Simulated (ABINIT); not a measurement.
# A GW chain in ABINIT: Te (P3_121), part 2 of 3

Aim: the G0W0 gap of Te (P3_121) on PBE, step by step.

ABINIT 10.8.3; PBE and many-body steps on it, plane waves. Known limits of the many-body steps: not at the basis limit; model gap, bands may invert with spin-orbit coupling; screening runs away on this mesh; no spin-orbit coupling; coarse k mesh.

So far. Step 2 (Ground state): The gap is direct, at (0.333, 0.333, 0.500).

### Step 3. Bands along the symmetry lines

Level of this step: DFT, PBE, plane waves, norm-conserving pseudopotentials (ABINIT).

Levels along a band path, at the cheap level, show where the edges lie and whether the meshes to come will hold them.

run.abi

```
acell 3*1.0 Angstrom
rprim 
  4.457199999972 0.000000000006 0.000000000000
  -2.228599999992 3.860048429721 0.000000000000
  0.000000000000 0.000000000000 5.929000000000
ntypat 1
znucl 52
natom 3
typat 1 1 1
xred 
  0.263300000000 0.000000000000 0.333333333333
  0.000000000000 0.263300000000 0.666666666667
  0.736700000000 0.736700000000 -0.000000000000
pp_dirpath "pseudos"
pseudos "Te.upf"
ecut 39
iscf -2
irdden 1
kptopt 0
nkpt 39
kpt 
  0.00000000 0.00000000 0.00000000
  0.12500000 0.00000000 0.00000000
  0.25000000 0.00000000 0.00000000
  0.37500000 0.00000000 0.00000000
  0.50000000 0.00000000 0.00000000
  0.45833333 0.08333333 0.00000000
  0.41666666 0.16666666 0.00000000
  0.37500000 0.25000000 0.00000000
  0.33333333 0.33333333 0.00000000
  0.25000000 0.25000000 0.00000000
  0.16666666 0.16666666 0.00000000
  0.08333333 0.08333333 0.00000000
  0.00000000 0.00000000 0.00000000
  0.00000000 0.00000000 0.12500000
  0.00000000 0.00000000 0.25000000
  0.00000000 0.00000000 0.37500000
  0.00000000 0.00000000 0.50000000
  0.12500000 0.00000000 0.50000000
  0.25000000 0.00000000 0.50000000
  0.37500000 0.00000000 0.50000000
  0.50000000 0.00000000 0.50000000
  0.45833333 0.08333333 0.50000000
  0.41666666 0.16666666 0.50000000
  0.37500000 0.25000000 0.50000000
  0.33333333 0.33333333 0.50000000
  0.25000000 0.25000000 0.50000000
  0.16666666 0.16666666 0.50000000
  0.08333333 0.08333333 0.50000000
  0.00000000 0.00000000 0.50000000
  0.50000000 0.00000000 0.50000000
  0.50000000 0.00000000 0.37500000
  0.50000000 0.00000000 0.25000000
  0.50000000 0.00000000 0.12500000
  0.50000000 -0.00000000 0.00000000
  0.33333333 0.33333333 0.50000000
  0.33333333 0.33333333 0.37500000
  0.33333333 0.33333333 0.25000000
  0.33333333 0.33333333 0.12500000
  0.33333333 0.33333333 0.00000000
istwfk *1
nband 43
nbdbuf 2
tolwfr 1e-08
nstep 40
prtwf 0
prtvol 0
indata_prefix "in"
outdata_prefix "out"
tmpdata_prefix "tmp"
```

Run with:

```sh
OMP_NUM_THREADS=1 mpirun -n 8 abinit run.abi > log
```

Numbers of over 12 decimals in the logs are rounded to 6 here.

Log:

```text
.Version 10.8.3 of ABINIT. v10.8.2 released Aug 2026.

 Symmetries : space group P3_1 2 1 (#152); Bravais hP (primitive hexag.)
[... echo of the input left out ...]
== DATASET  1 ==================================================================
-   mpi_nproc: 8, omp_nthreads: 1 (-1 if OMP is not activated)

--- !DatasetInfo
iteration_state: {dtset: 1, }
dimensions: {natom: 3, nkpt: 39, mband: 43, nsppol: 1, nspinor: 1, nspden: 1, mpw: 8042, }
cutoff_energies: {ecut:  39.0, pawecutdg:  -1.0, }
electrons: {nelect:   7.20000000E+01, charge:   0.00000000E+00, occopt:   1.00000000E+00, tsmear:   1.00000000E-02, }

 Real(R)+Recip(G) space primitive vectors, cartesian coordinates (Bohr,Bohr^-1):
 R(1)=  8.4228873  0.0000000  0.0000000  G(1)=  0.1187241  0.0685454  0.0000000
 R(2)= -4.2114436  7.2944344  0.0000000  G(2)=  0.0000000  0.1370908  0.0000000
 R(3)=  0.0000000  0.0000000 11.2041862  G(3)=  0.0000000  0.0000000  0.0892524
 Unit cell volume ucvol=  6.8838742E+02 bohr^3
 Angles (23,13,12)=  9.00000000E+01  9.00000000E+01  1.20000000E+02 degrees

 getcut: wavevector=  0.0000  0.0000  0.0000  ngfft=  48  48  64
         ecut(hartree)=     39.000   => boxcut(ratio)=   2.02714

--- Pseudopotential description ------------------------------------------------
- Te Generated using ONCVPSP code by D. R. Hamann
- 52.00000  24.00000  220131                  znucl, zion, pspdat
12 -101130 3 -1 1294                          pspcod,pspxc,lmax,lloc,mmax
     nproj     2     2     2     2
  pspatm : epsatm=   28.89495404
         --- l  ekb(1:nproj) -->
             0    9.158100   -0.350391
             1    3.254928   -0.666646
             2   -3.247931   -0.911641
[...]
pspatm: atomic psp has been read  and splines computed

--------------------------------------------------------------------------------

================================================================================
 prteigrs : about to open file out_EIG
 Non-SCF case, kpt    1 (  0.00000  0.00000  0.00000), residuals and eigenvalues=
  5.68E-09  9.89E-09  4.85E-09  5.79E-09  2.55E-09  3.56E-09  2.95E-09  2.75E-09
  7.44E-09  8.21E-09  3.24E-09  8.50E-09  4.05E-09  3.69E-09  7.38E-09  6.71E-09
  5.97E-09  9.24E-09  1.62E-09  4.08E-09  3.57E-09  9.32E-09  7.34E-09  6.91E-09
[...]
-5.6313E+00 -5.6313E+00 -5.6313E+00 -3.7968E+00 -3.7968E+00 -3.7967E+00
 -3.7957E+00 -3.7956E+00 -3.7956E+00 -3.7898E+00 -3.7898E+00 -3.7898E+00
 -1.1245E+00 -1.1245E+00 -1.1226E+00 -1.1224E+00 -1.1224E+00 -1.1195E+00
[...]
4.8567E-01
 Non-SCF case, kpt    2 (  0.12500  0.00000  0.00000), residuals and eigenvalues=
[...]
4.8689E-01
 Non-SCF case, kpt    3 (  0.25000  0.00000  0.00000), residuals and eigenvalues=
[...]
5.1515E-01
[...]
Non-SCF case, kpt   38 (  0.33333  0.33333  0.12500), residuals and eigenvalues=
[...]
5.7725E-01
 Non-SCF case, kpt   39 (  0.33333  0.33333  0.00000), residuals and eigenvalues=
[...]
8.3123E-02  8.3123E-02  1.3798E-01  1.3798E-01  1.4388E-01  1.5359E-01
  3.5578E-01  3.5578E-01  3.6863E-01  4.2917E-01  4.6834E-01  4.6834E-01
  5.6724E-01

--- !ResultsGS
iteration_state: {dtset: 1, }
comment   : Summary of ground state results
lattice_vectors:
- [  8.4228873,   0.0000000,   0.0000000, ]
- [ -4.2114436,   7.2944344,   0.0000000, ]
- [  0.0000000,   0.0000000,  11.2041862, ]
lattice_lengths: [   8.42289,    8.42289,   11.20419, ]
lattice_angles: [ 90.000,  90.000, 120.000, ] # degrees, (23, 13, 12)
lattice_volume:   6.8838742E+02
convergence: {deltae:  0.000E+00, res2:  0.000E+00, residm:  9.987E-09, diffor:  0.000E+00, }
etotal    :  -8.41456413E+02
entropy   :   0.00000000E+00
fermie    :   2.49476202E-01
cartesian_stress_tensor: null
pressure_GPa: null
xred      :
- [  2.6330E-01,   9.2519E-17,   3.3333E-01, Te]
- [ -6.8916E-19,   2.6330E-01,   6.6667E-01, Te]
- [  7.3670E-01,   7.3670E-01,   7.4015E-17, Te]
cartesian_forces: null
force_length_stats: {min: null, max: null, mean: null, }

 Integrated electronic density in atomic spheres:
 ------------------------------------------------
 Atom  Sphere_radius  Integrated_density
[...]
================================================================================

 ----iterations are completed or convergence reached----

 Mean square residual over all n,k,spin=   46.690E-10; max=  99.866E-10
 reduced coordinates (array xred) for    3 atoms
[...]
cartesian coordinates (angstrom) at end:
    1      1.173581     1.58e-12     1.976333
    2     -0.586790     1.016351     3.952667
    3      1.641810     2.843698     0.000000
 length scales=  1.889726125908  1.889726125908  1.889726125908 bohr
              =  1.000000000000  1.000000000000  1.000000000000 angstroms
 prteigrs : about to open file out_EIG
 Eigenvalues (hartree) for nkpt=  39  k points:
 kpt#   1, nband= 43, wtk=  1.00000, kpt=  0.0000  0.0000  0.0000 (reduced coord)
[...]
kpt#   2, nband= 43, wtk=  1.00000, kpt=  0.1250  0.0000  0.0000 (reduced coord)
[...]
kpt#   3, nband= 43, wtk=  1.00000, kpt=  0.2500  0.0000  0.0000 (reduced coord)
[...]
kpt#  38, nband= 43, wtk=  1.00000, kpt=  0.3333  0.3333  0.1250 (reduced coord)
[...]
0.46033    0.47345    0.57725
 kpt#  39, nband= 43, wtk=  1.00000, kpt=  0.3333  0.3333  0.0000 (reduced coord)
[...]
-1.11604   -1.11416   -1.11416   -0.20885   -0.14125   -0.14125    0.08312    0.08312
   0.13798    0.13798    0.14388    0.15359    0.35578    0.35578    0.36863    0.42917
   0.46834    0.46834    0.56724

== END DATASET(S) ==============================================================
================================================================================

 -outvars: echo values of variables after computation  --------
            nband          43
             nkpt          39
          spgroup         152
 [... the other variables as echoed above ...]

 Calculation completed.
```

Wall time 30 s (8 MPI ranks of AMD EPYC 7B13 (Zen 3), shared host); peak memory 0.84 GiB.

This step gave:

* gap: 0.1818 eV
* k of the valence top: 0.3333, 0.3333, 0.5
* k of the conduction bottom: 0.3333, 0.3333, 0.5
* least direct gap: 0.1818 eV

The gap is 0.182 eV, as in the run before at this level.

Electronic bands along the path, in eV, zero at the top of the highest filled band:

```csv
point,band 33,band 34,band 35,band 36,band 37,band 38,band 39,band 40
Γ,-2.78,-1.64,-1.64,-0.73,1.05,1.05,1.68,5.00
halfway,-3.35,-1.56,-1.03,-0.80,0.94,1.16,2.00,3.90
M,-3.52,-3.45,-1.11,-0.83,0.95,1.05,3.07,3.77
halfway,-3.37,-3.31,-1.92,-1.83,1.81,2.18,3.57,3.85
K,-3.03,-3.03,-2.87,-2.61,2.89,2.89,3.24,4.89
halfway,-3.01,-1.82,-1.36,-1.35,1.59,1.60,1.99,4.31
Γ,-2.78,-1.64,-1.64,-0.73,1.05,1.05,1.68,5.00
halfway,-2.50,-1.47,-1.46,-0.80,0.76,0.77,1.19,4.46
A,-2.65,-1.32,-1.04,-1.04,0.56,0.62,0.62,4.07
halfway,-3.13,-2.00,-1.85,-1.29,1.31,1.89,2.23,4.54
L,-3.64,-2.37,-2.03,-0.21,0.80,1.96,2.59,4.60
halfway,-4.37,-1.44,-1.29,-0.11,0.75,1.64,2.12,4.94
H,-4.96,-1.04,0.00,0.00,0.18,1.47,1.47,5.92
halfway,-3.69,-1.92,-1.63,-0.77,0.86,2.13,2.31,4.67
A,-2.65,-1.32,-1.04,-1.04,0.56,0.62,0.62,4.07
jump to L,-3.64,-2.37,-2.03,-0.21,0.80,1.96,2.59,4.60
halfway,-3.55,-2.07,-1.71,-1.39,1.22,1.96,2.69,3.84
M,-3.52,-3.45,-1.11,-0.83,0.95,1.05,3.07,3.77
jump to H,-4.96,-1.04,0.00,0.00,0.18,1.47,1.47,5.92
halfway,-4.13,-2.54,-1.50,-1.05,1.79,2.44,2.52,5.36
K,-3.03,-3.03,-2.87,-2.61,2.89,2.89,3.24,4.89
```

### Step 4. Empty states on the mesh, 3×3×2 mesh, 115 bands

The sums over transitions need many empty states on a uniform mesh; this step solves for them.

run.abi

```
acell 3*1.0 Angstrom
rprim 
  4.457199999972 0.000000000006 0.000000000000
  -2.228599999992 3.860048429721 0.000000000000
  0.000000000000 0.000000000000 5.929000000000
ntypat 1
znucl 52
natom 3
typat 1 1 1
xred 
  0.263300000000 0.000000000000 0.333333333333
  0.000000000000 0.263300000000 0.666666666667
  0.736700000000 0.736700000000 -0.000000000000
pp_dirpath "pseudos"
pseudos "Te.upf"
ecut 39
ngkpt 3 3 2
nshiftk 1
shiftk 0 0 0
kptopt 1
chksymbreak 0
iscf -2
irdden 1
istwfk *1
nband 115
nbdbuf 10
tolwfr 1e-09
nstep 60
prtvol 0
indata_prefix "in"
outdata_prefix "out"
tmpdata_prefix "tmp"
```

Run with:

```sh
OMP_NUM_THREADS=1 mpirun -n 6 abinit run.abi > log
```

Log:

```text
.Version 10.8.3 of ABINIT. v10.8.2 released Aug 2026.

 Symmetries : space group P3_1 2 1 (#152); Bravais hP (primitive hexag.)
[... echo of the input left out ...]
== DATASET  1 ==================================================================
-   mpi_nproc: 6, omp_nthreads: 1 (-1 if OMP is not activated)

--- !DatasetInfo
iteration_state: {dtset: 1, }
dimensions: {natom: 3, nkpt: 6, mband: 115, nsppol: 1, nspinor: 1, nspden: 1, mpw: 8029, }
cutoff_energies: {ecut:  39.0, pawecutdg:  -1.0, }
electrons: {nelect:   7.20000000E+01, charge:   0.00000000E+00, occopt:   1.00000000E+00, tsmear:   1.00000000E-02, }

 Real(R)+Recip(G) space primitive vectors, cartesian coordinates (Bohr,Bohr^-1):
 R(1)=  8.4228873  0.0000000  0.0000000  G(1)=  0.1187241  0.0685454  0.0000000
 R(2)= -4.2114436  7.2944344  0.0000000  G(2)=  0.0000000  0.1370908  0.0000000
 R(3)=  0.0000000  0.0000000 11.2041862  G(3)=  0.0000000  0.0000000  0.0892524
 Unit cell volume ucvol=  6.8838742E+02 bohr^3
 Angles (23,13,12)=  9.00000000E+01  9.00000000E+01  1.20000000E+02 degrees

 getcut: wavevector=  0.0000  0.0000  0.0000  ngfft=  48  48  64
         ecut(hartree)=     39.000   => boxcut(ratio)=   2.02714

--- Pseudopotential description ------------------------------------------------
- Te Generated using ONCVPSP code by D. R. Hamann
- 52.00000  24.00000  220131                  znucl, zion, pspdat
12 -101130 3 -1 1294                          pspcod,pspxc,lmax,lloc,mmax
     nproj     2     2     2     2
  pspatm : epsatm=   28.89495404
         --- l  ekb(1:nproj) -->
             0    9.158100   -0.350391
             1    3.254928   -0.666646
             2   -3.247931   -0.911641
[...]
pspatm: atomic psp has been read  and splines computed

--------------------------------------------------------------------------------

================================================================================
 prteigrs : about to open file out_EIG
 Non-SCF case, kpt    1 (  0.00000  0.00000  0.00000), residuals and eigenvalues=
  2.79E-10  3.45E-10  2.99E-10  8.34E-10  3.34E-10  3.36E-10  3.07E-10  4.33E-10
  3.78E-10  5.64E-10  6.77E-10  6.32E-10  3.23E-10  4.41E-10  5.98E-10  6.83E-10
  6.60E-10  5.91E-10  5.93E-10  5.90E-10  6.74E-10  7.23E-10  4.57E-10  4.78E-10
[...]
-5.6313E+00 -5.6313E+00 -5.6313E+00 -3.7968E+00 -3.7968E+00 -3.7967E+00
 -3.7957E+00 -3.7956E+00 -3.7956E+00 -3.7898E+00 -3.7898E+00 -3.7898E+00
 -1.1245E+00 -1.1245E+00 -1.1226E+00 -1.1224E+00 -1.1224E+00 -1.1195E+00
[...]
1.5079E+00  1.5569E+00  1.5569E+00  1.5808E+00  1.5894E+00  1.5927E+00
  1.5927E+00  1.6294E+00  1.6294E+00  1.6569E+00  1.6776E+00  1.6790E+00
  1.6866E+00
 prteigrs : prtvol=0 or 1, do not print more k-points.

--- !ResultsGS
iteration_state: {dtset: 1, }
comment   : Summary of ground state results
lattice_vectors:
- [  8.4228873,   0.0000000,   0.0000000, ]
- [ -4.2114436,   7.2944344,   0.0000000, ]
- [  0.0000000,   0.0000000,  11.2041862, ]
lattice_lengths: [   8.42289,    8.42289,   11.20419, ]
lattice_angles: [ 90.000,  90.000, 120.000, ] # degrees, (23, 13, 12)
lattice_volume:   6.8838742E+02
convergence: {deltae:  0.000E+00, res2:  0.000E+00, residm:  9.992E-10, diffor:  0.000E+00, }
etotal    :  -8.41456413E+02
entropy   :   0.00000000E+00
fermie    :   2.49476202E-01
cartesian_stress_tensor: null
pressure_GPa: null
xred      :
- [  2.6330E-01,   9.2519E-17,   3.3333E-01, Te]
- [ -6.8916E-19,   2.6330E-01,   6.6667E-01, Te]
- [  7.3670E-01,   7.3670E-01,   7.4015E-17, Te]
cartesian_forces: null
force_length_stats: {min: null, max: null, mean: null, }

 Integrated electronic density in atomic spheres:
 ------------------------------------------------
 Atom  Sphere_radius  Integrated_density
[...]
================================================================================

 ----iterations are completed or convergence reached----

 Mean square residual over all n,k,spin=   53.816E-11; max=  99.920E-11
 reduced coordinates (array xred) for    3 atoms
[...]
0.736700000000      0.736700000000      0.000000000000

 cartesian coordinates (angstrom) at end:
    1      1.173581     1.58e-12     1.976333
    2     -0.586790     1.016351     3.952667
    3      1.641810     2.843698     0.000000
 length scales=  1.889726125908  1.889726125908  1.889726125908 bohr
              =  1.000000000000  1.000000000000  1.000000000000 angstroms
 prteigrs : about to open file out_EIG
 Eigenvalues (hartree) for nkpt=   6  k points:
 kpt#   1, nband=115, wtk=  0.05556, kpt=  0.0000  0.0000  0.0000 (reduced coord)
[...]
1.42511    1.45183    1.46722    1.46722    1.48519    1.50793    1.50793    1.55686
   1.55686    1.58078    1.58944    1.59270    1.59270    1.62936    1.62936    1.65689
   1.67761    1.67901    1.68662
 prteigrs : prtvol=0 or 1, do not print more k-points.

== END DATASET(S) ==============================================================
================================================================================

 -outvars: echo values of variables after computation  --------
            nband         115
             nkpt           6
          spgroup         152
 [... the other variables as echoed above ...]

 Calculation completed.
```

It took 30 s on 6 MPI ranks; peak memory 0.62 GiB; 3 min of CPU time.

This step gave:

- gap: 0.1818 eV
- k of the valence top: 0.3333, 0.3333, 0.5
- k of the conduction bottom: 0.3333, 0.3333, 0.5
- least direct gap: 0.1818 eV
- k points computed: 6
- lowest point of the top converged band, above the valence top: 34.78 eV

On this mesh the gap is 0.182 eV.

### Step 5. Screening, 3×3×2 mesh, 105 bands, screening to 98 eV

The RPA dielectric matrix is built and inverted for each q.

This step: RPA screening on PBE, plane waves, norm-conserving pseudopotentials.

Edit run.abi of step 4 so:

```diff
@@ -21,10 +21,11 @@
 chksymbreak 0
-iscf -2
-irdden 1
 istwfk *1
-nband 115
-nbdbuf 10
-tolwfr 1e-09
-nstep 60
-prtvol 0
+occopt 1
+irdwfk 1
+optdriver 3
+nband 105
+ecuteps 3.6
+inclvkb 2
+awtr 1
+symchi 1
 indata_prefix "in"
```

Run with:

```sh
OMP_NUM_THREADS=1 mpirun -n 8 abinit run.abi > log
```

Log:

```text
.Version 10.8.3 of ABINIT. v10.8.2 released Aug 2026.

 Symmetries : space group P3_1 2 1 (#152); Bravais hP (primitive hexag.)
[... echo of the input left out ...]
== DATASET  1 ==================================================================
-   mpi_nproc: 8, omp_nthreads: 1 (-1 if OMP is not activated)

--- !DatasetInfo
iteration_state: {dtset: 1, }
dimensions: {natom: 3, nkpt: 6, mband: 105, nsppol: 1, nspinor: 1, nspden: 1, mpw: 8029, }
cutoff_energies: {ecut:  39.0, pawecutdg:  -1.0, }
electrons: {nelect:   7.20000000E+01, charge:   0.00000000E+00, occopt:   1.00000000E+00, tsmear:   1.00000000E-02, }

 SCREENING: Calculation of the susceptibility and dielectric matrices

 Based on a program developped by R.W. Godby, V. Olevano, G. Onida, and L. Reining.
 Incorporated in ABINIT by V. Olevano, G.-M. Rignanese, and M. Torrent.
.Using double precision arithmetic ; gwpc =  8

[... cell and pseudopotentials left out ...]
--------------------------------------------------------------------------------

 ==== K-mesh for the wavefunctions ====
 Number of points in the irreducible wedge :     6
[... list of points left out ...]
 Together with  6 symmetry operations and time-reversal symmetry
 yields    18 points in the full Brillouin Zone.

 ==== Q-mesh for the screening function ====
 Number of points in the irreducible wedge :     6
[... list of points left out ...]
 Together with  6 symmetry operations and time-reversal symmetry
 yields    18 points in the full Brillouin Zone.

 setmesh: FFT mesh size selected  =    27x   27x   45
          total number of points  =        32805

 vcoul_init : cutoff-mode = AUXILIARY_FUNCTION
 q-points for optical limit:   1
     1)      0.000010    0.000020    0.000030

- screening: taking advantage of time-reversal symmetry
- Maximum band index for partially occupied states nbvw = 36
- Remaining bands to be divided among processors   nbcw = 69
- Number of bands treated by each node ~8

 Number of electrons calculated from density =   72.0000; Expected =   72.0000
 average of density, n =  0.104592
 r_s =    1.3167
 omega_plasma =   31.1965 [eV]

 calculating chi0 at frequencies [eV] :
  1    0.000000E+00    0.000000E+00
  2    0.000000E+00    3.119646E+01

--------------------------------------------------------------------------------
  q-point number  1        q = ( 0.000000, 0.000000, 0.000000) [r.l.u.]
--------------------------------------------------------------------------------
[... chi0 elements left out ...]
 For q-point:  0.000010 0.000020 0.000030
  dielectric constant =   1.39879E+03
  dielectric constant without local fields =   1.74706E+03

  Average fulfillment of the sum rule on Im[epsilon] for q-point    1 :     43.38  [%]
[... wings left out ...]
  q-point number  2        q = ( 0.333333, 0.000000, 0.000000) [r.l.u.]
--------------------------------------------------------------------------------
[... chi0 elements left out ...]
  Average fulfillment of the sum rule on Im[epsilon] for q-point    2 :     49.54  [%]

 [... 4 further q-points ...]
```

The job ended after 21 s (8 MPI ranks; peak memory 2.3 GiB).

Numbers from this step:

- ε∞ with local fields, on this mesh, along the program's q direction: 1399
- the same without local fields: 1747
- plasma frequency: 31.20 eV
- plane waves in the screening matrix: 225

Local fields lower ε∞ by 20 %. The value itself is an artefact of the mesh, where one narrow direct gap carries too much weight.

(Continued in part 3 of 3.)

[Paths, hosts, dates, memory and timing lines, banners, echoed tables and standing remarks are left out of the program output.]

[Logs are printed without paths, hosts, clocks, repeated set-up lines and the standing remarks that a program may print on its own settings, such as how far it seeks lower states.]

[Runs of the session that timed out or met a known fault of the program may be left out.]

[Hosts, paths, dates, database ids (printed as entryN), source tags and the programs' standing remarks are cut or masked in the printed files.]

[G0W0 gaps are taken among the corrected bands and points alone; a level outside them can change the order at an edge.]

[Where Ansatz stands beside ABINIT at settings called matched, ABINIT's density can come from a denser mesh and the files from another edition; pairs whose starting gaps differed by over 0.03 eV were left out, so agreement reads better than it is.]
